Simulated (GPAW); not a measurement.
# How GaSb3 absorbs and reflects light

Aim: the dielectric function of GaSb3, and the optical constants that follow from it.

Calculated with GPAW 26.7.0; DFT, LDA, plane-wave PAW (GPAW data sets), scalar-relativistic, RPA, optical limit.

This is a report of a sequence of runs, with most program output left out.

### Step 1. Set-up

The structure is cubic, space group Fm-3m (No. 225). The conventional cell has a = 7.461 Å, b = 7.461 Å, c = 7.461 Å, α = 90.00°, β = 90.00°, γ = 90.00°. Sb has 8 Sb at 3.23 Å nearest. Nearest to Sb lie 4 Sb at 3.23 Å and 4 Ga at 3.23 Å. Nearest to Ga lie 8 Sb at 3.23 Å. Farther neighbours are not listed.

As a file:

```cif
data_structure
_symmetry_space_group_name_H-M 'P 1'
_symmetry_Int_Tables_number 1
_cell_length_a 5.2759
_cell_length_b 5.2759
_cell_length_c 5.2759
_cell_angle_alpha 60.000
_cell_angle_beta 60.000
_cell_angle_gamma 60.000
_cell_volume 103.84
loop_
_atom_site_label
_atom_site_type_symbol
_atom_site_fract_x
_atom_site_fract_y
_atom_site_fract_z
_atom_site_occupancy
Sb1 Sb 0.50000 0.50000 0.50000 1
Sb2 Sb 0.75000 0.75000 0.75000 1
Sb3 Sb 0.25000 0.25000 0.25000 1
Ga4 Ga 0.00000 0.00000 0.00000 1
```

### Step 2. Ground state

First the ground state: is it a metal or has it a gap?

This step: DFT, LDA, plane-wave PAW (GPAW data sets), scalar-relativistic, ground state (GPAW 26.7.0).

The input, gs.py:

```python
from ase import Atoms
from ase.dft.bandgap import bandgap
from gpaw import GPAW, PW, FermiDirac

atoms = Atoms(['Sb', 'Sb', 'Sb', 'Ga'],
              cell=[[0.00000000, 3.73059500, 3.73059500],
                    [3.73059500, 0.00000000, 3.73059500],
                    [3.73059500, 3.73059500, 0.00000000]],
              scaled_positions=[[0.50000000, 0.50000000, 0.50000000],
                                [0.75000000, 0.75000000, 0.75000000],
                                [0.25000000, 0.25000000, 0.25000000],
                                [0.00000000, 0.00000000, 0.00000000]],
              pbc=[True, True, True])
atoms.calc = GPAW(mode=PW(450), xc='LDA', kpts={'size': (5, 5, 5), 'gamma': True},
                  occupations=FermiDirac(0.05), maxiter=150, txt='gs.txt')
print('energy (eV)', atoms.get_potential_energy())
print('Fermi level (eV)', atoms.calc.get_fermi_level())
print('valence electrons', atoms.calc.get_number_of_electrons())
print('gap (eV)', bandgap(atoms.calc, output=None)[0])
print('direct gap (eV)', bandgap(atoms.calc, direct=True, output=None)[0])
atoms.calc.write('gs.gpw')
```

Run with:

```
OMP_NUM_THREADS=1 python gs.py
```

Run time: 16 s. Hardware: 1 thread of Arm Neoverse V1, shared host; peak memory 0.17 GiB.

This step gave:

```
energy       : -18.04 eV
Fermi energy : 6.625 eV
electrons    : 48
```

There are states at the Fermi level within the smearing, so the occupations stay smeared and the carriers get a Drude term.

### Step 3. Bands for the response

The response needs many more empty bands than the density does.

This step: DFT, LDA, plane-wave PAW (GPAW data sets), scalar-relativistic, bands at fixed density (GPAW 26.7.0).

The input, nscf.py:

```python
from ase.dft.bandgap import bandgap
from gpaw import GPAW, FermiDirac

calc = GPAW('gs.gpw').fixed_density(kpts={'size': (8, 8, 8), 'gamma': True}, nbands=79, convergence={'bands': 73},
                                    occupations=FermiDirac(0.05), txt='nscf.txt')
print('gap (eV)', bandgap(calc, output=None)[0])
print('direct gap (eV)', bandgap(calc, direct=True, output=None)[0])
print('top band over the Fermi level (eV)', min(calc.get_eigenvalues(kpt=k)[72] for k in range(len(calc.get_ibz_k_points()))) - calc.get_fermi_level())
calc.write('full.gpw', mode='all')
```

Run with:

```
OMP_NUM_THREADS=1 python nscf.py
```

It took 4.7 min on 1 thread; peak memory 0.27 GiB.

### Step 4. Dielectric function, RPA

Local fields let the induced charge screen the field inside the cell, which as a rule lowers ε, most along directions where the density is uneven.

This step: DFT, LDA, plane-wave PAW (GPAW data sets), scalar-relativistic, RPA, optical limit (GPAW 26.7.0).

The input, df.py:

```python
from gpaw.response.df import DielectricFunction

df = DielectricFunction('full.gpw', frequencies={'type': 'nonlinear', 'domega0': 0.03, 'omega2': 8},
                        ecut=80,
                        eta=0.2,
                        nbands=73,
                        rate=0.1,
                        txt='df.txt')
for direction in ['x']:
    df.get_dielectric_function(xc='RPA', direction=direction, filename=f'df_{direction}.csv')
```

Run with:

```
OMP_NUM_THREADS=1 python df.py
```

It took 52 s on 1 thread; peak memory 0.89 GiB.

Some rows of df_x.csv (energy; Re and Im without local fields; Re and Im with them):

```text
0.000000, 6891.033098, -0.000000, 6888.928043, -0.000000
0.460735, -233.979865, 204.181298, -235.146738, 202.755788
0.943989, -68.226382, 69.479534, -69.084967, 68.667784
1.451455, -39.326534, 29.651306, -39.860142, 28.618490
1.984998, -19.278120, 20.999747, -19.681001, 19.795976
2.546682, -16.913190, 12.537381, -16.937392, 11.716790
3.138794, -13.805900, 11.321892, -13.024019, 10.694389
3.763875, -10.787417, 4.278500, -10.660621, 4.187315
4.424758, -6.538803, 3.375871, -6.465517, 3.160901
5.124608, -4.710934, 3.317850, -4.598077, 3.003499
5.866977, -4.776545, 2.520469, -4.554693, 2.418409
6.655862, -3.007502, 1.442116, -2.943494, 1.355438
7.495775, -2.488184, 1.108473, -2.424778, 1.047414
8.391833, -1.493125, 0.720215, -1.505665, 0.613546
9.349861, -1.021190, 0.834519, -0.990504, 0.673438
10.376517, -0.837210, 0.615376, -0.734242, 0.484686
11.479449, -0.517710, 0.566667, -0.390999, 0.481138
12.667487, -0.437369, 0.439980, -0.229424, 0.441374
13.950874, -0.131437, 0.266335, -0.017625, 0.312308
```

Sum at mesh points, not converged in k. Table of Im ε, E ∥ x by photon energy; read off at these points:

| photon energy (eV) | Im ε, E ∥ x |
| --- | --- |
| 0.5 | 175 |
| 1.0 | 63.6 |
| 1.5 | 27.0 |
| 2.0 | 19.8 |
| 2.5 | 12.5 |
| 3.0 | 11.7 |
| 3.5 | 7.02 |
| 4.0 | 3.51 |
| 4.5 | 3.13 |
| 5.0 | 2.97 |
| 5.5 | 3.17 |
| 6.0 | 2.14 |
| 6.5 | 1.30 |
| 7.0 | 1.33 |
| 7.5 | 1.04 |
| 8.0 | 0.778 |
| 8.5 | 0.655 |
| 9.0 | 0.682 |
| 9.5 | 0.711 |
| 10.0 | 0.609 |
| 10.5 | 0.480 |
| 11.0 | 0.479 |
| 11.5 | 0.482 |
| 12.0 | 0.421 |
| 12.5 | 0.454 |
| 13.0 | 0.362 |
| 13.5 | 0.321 |
| 14.0 | 0.315 |
| 14.5 | 0.287 |

Values under 1 per cm are given as 1; sum at mesh points, not converged in k. Table of absorption coefficient, E ∥ x by photon energy:

| photon energy (eV) | absorption coefficient, E ∥ x (1/cm) |
| --- | --- |
| 0.492 | 7.8e5 |
| 1.010 | 9.1e5 |
| 1.486 | 9.8e5 |
| 1.985 | 9.8e5 |
| 2.508 | 1.1e6 |
| 3.018 | 1.2e6 |
| 3.510 | 1.3e6 |
| 3.980 | 1.2e6 |
| 4.516 | 1.2e6 |
| 4.981 | 1.2e6 |
| 5.515 | 1.2e6 |
| 6.021 | 1.3e6 |
| 6.494 | 1.2e6 |
| 6.985 | 1.2e6 |
| 7.496 | 1.2e6 |
| 8.026 | 1.2e6 |
| 8.516 | 1.0e6 |
| 9.023 | 1.0e6 |
| 9.483 | 1.0e6 |
| 10.026 | 1.0e6 |
| 10.519 | 9.2e5 |
| 11.029 | 8.6e5 |
| 11.479 | 8.3e5 |
| 12.023 | 8.0e5 |
| 12.504 | 7.7e5 |
| 13.000 | 7.5e5 |
| 13.512 | 6.2e5 |
| 14.040 | 5.7e5 |
| 14.493 | 5.3e5 |

Sum at mesh points, not converged in k. The Im ε, E ∥ x by photon energy; read off at these points:

| photon energy (eV) | without local fields | with local fields |
| --- | --- | --- |
| 0.5 | 176 | 175 |
| 1.0 | 64.4 | 63.6 |
| 1.5 | 28.1 | 27.0 |
| 2.0 | 21.1 | 19.8 |
| 2.5 | 13.3 | 12.5 |
| 3.0 | 12.7 | 11.7 |
| 3.5 | 6.96 | 7.02 |
| 4.0 | 3.67 | 3.51 |
| 4.5 | 3.34 | 3.13 |
| 5.0 | 3.27 | 2.97 |
| 5.5 | 3.48 | 3.17 |
| 6.0 | 2.23 | 2.14 |
| 6.5 | 1.36 | 1.30 |
| 7.0 | 1.41 | 1.33 |
| 7.5 | 1.10 | 1.04 |
| 8.0 | 0.845 | 0.778 |
| 8.5 | 0.788 | 0.655 |
| 9.0 | 0.808 | 0.682 |
| 9.5 | 0.884 | 0.711 |
| 10.0 | 0.761 | 0.609 |
| 10.5 | 0.609 | 0.480 |
| 11.0 | 0.583 | 0.479 |
| 11.5 | 0.568 | 0.482 |
| 12.0 | 0.511 | 0.421 |
| 12.5 | 0.494 | 0.454 |
| 13.0 | 0.313 | 0.362 |
| 13.5 | 0.308 | 0.321 |
| 14.0 | 0.266 | 0.315 |
| 14.5 | 0.241 | 0.287 |

Sum at mesh points, not converged in k. The reflectivity at normal incidence, E ∥ x by photon energy; read off at these points:

| photon energy (eV) | reflectivity at normal incidence, E ∥ x (%) |
| --- | --- |
| 0.50 | 91.9 |
| 1.00 | 85.7 |
| 1.50 | 83.6 |
| 2.00 | 75.2 |
| 2.50 | 78.2 |
| 3.00 | 71.7 |
| 3.50 | 79.4 |
| 3.68 | 81.8 |
| 4.00 | 79.5 |
| 4.50 | 73.1 |
| 5.00 | 67.8 |
| 5.50 | 61.4 |
| 6.00 | 70.5 |
| 6.39 | 74.3 |
| 6.50 | 73.2 |
| 7.00 | 68.0 |
| 7.50 | 69.4 |
| 8.00 | 70.7 |
| 8.15 | 72.2 |
| 8.50 | 65.0 |
| 9.00 | 60.2 |
| 9.50 | 53.1 |
| 10.00 | 53.7 |
| 10.50 | 53.3 |
| 11.00 | 46.1 |
| 11.50 | 40.8 |
| 12.00 | 41.5 |
| 12.50 | 33.6 |
| 13.00 | 38.0 |
| 13.50 | 30.9 |
| 14.00 | 25.5 |
| 14.50 | 23.6 |

Sum at mesh points, not converged in k. Table of loss function −Im 1/ε at q → 0, E ∥ x by energy loss; read off at these points:

energy loss (eV), loss function −Im 1/ε at q → 0, E ∥ x and a bar:
```
      0.5       0.00 
      1.0       0.01 
      1.5       0.01 
      2.0       0.03 
      2.5       0.03 
      3.0       0.04 
      3.5       0.03 
      4.0       0.04 
      4.5       0.07 #
      5.0       0.09 #
      5.5       0.12 #
      6.0       0.09 #
      6.5       0.10 #
      7.0       0.14 #
      7.5       0.15 #
      8.0       0.17 #
      8.5       0.28 ##
      9.0       0.35 ###
      9.5       0.48 ####
     10.0       0.54 #####
     10.5       0.71 ######
     11.0       1.01 #########
     11.5       1.26 ###########
     12.0       1.45 #############
     12.5       1.76 ###############
     13.0       2.03 ##################
     13.5       2.91 #########################
     14.0       3.17 ###########################
     14.5       3.45 ##############################
```

At chosen wavelengths:

| wavelength (nm) | n | k | R (%) | 1/α |
| --- | --- | --- | --- | --- |
| 1064 | 2.93 | 8.053 | 85.4 | 11 nm |
| 800 | 2.05 | 6.266 | 83.1 | 10 nm |
| 633 | 2.01 | 4.903 | 75.7 | 10 nm |
| 532 | 1.76 | 4.806 | 77.1 | 8.8 nm |
| 450 | 1.46 | 3.895 | 72.5 | 9.2 nm |
| 405 | 1.46 | 3.888 | 72.4 | 8.3 nm |
| 365 | 1.14 | 3.847 | 76.5 | 7.6 nm |

A polished face would reflect 76 % of daylight and look light grey (CIE x = 0.313, y = 0.334 under D65).

### Step 5. Results

**Reading.** At this level (LDA, RPA) GaSb3 is a metal. The mesh is too coarse to trust the carriers' weight, the reflectivity or the colour to better than tens of per cent. A polished face would reflect 76 % of daylight and look light grey (CIE x = 0.313, y = 0.334 under D65). The carriers' damping of 0.1 eV is typed, not computed; it shapes the response at the lowest energies. Spin-orbit coupling is left out although heavy atoms are present. GPAW's carrier term has the form −ωp²/(ω + i·rate)², which damps like twice the rate and fails at low energy, so the curves leave the lowest energies out. The sum runs over mesh points 0.18 Å⁻¹ apart with no interpolation, so peaks are partly noise of the mesh, and the Drude plasma energy, a sum over the Fermi surface, isn't converged.

[Machine, clock and banner lines and Python warnings are left out of the logs.]

[Logs are printed without paths, hosts, clocks, repeated set-up lines and the standing remarks that a program may print on its own settings, such as how far it seeks lower states.]

[Hosts, paths, dates, database ids (printed as entryN), source tags and the programs' standing remarks are cut or masked in the printed files.]
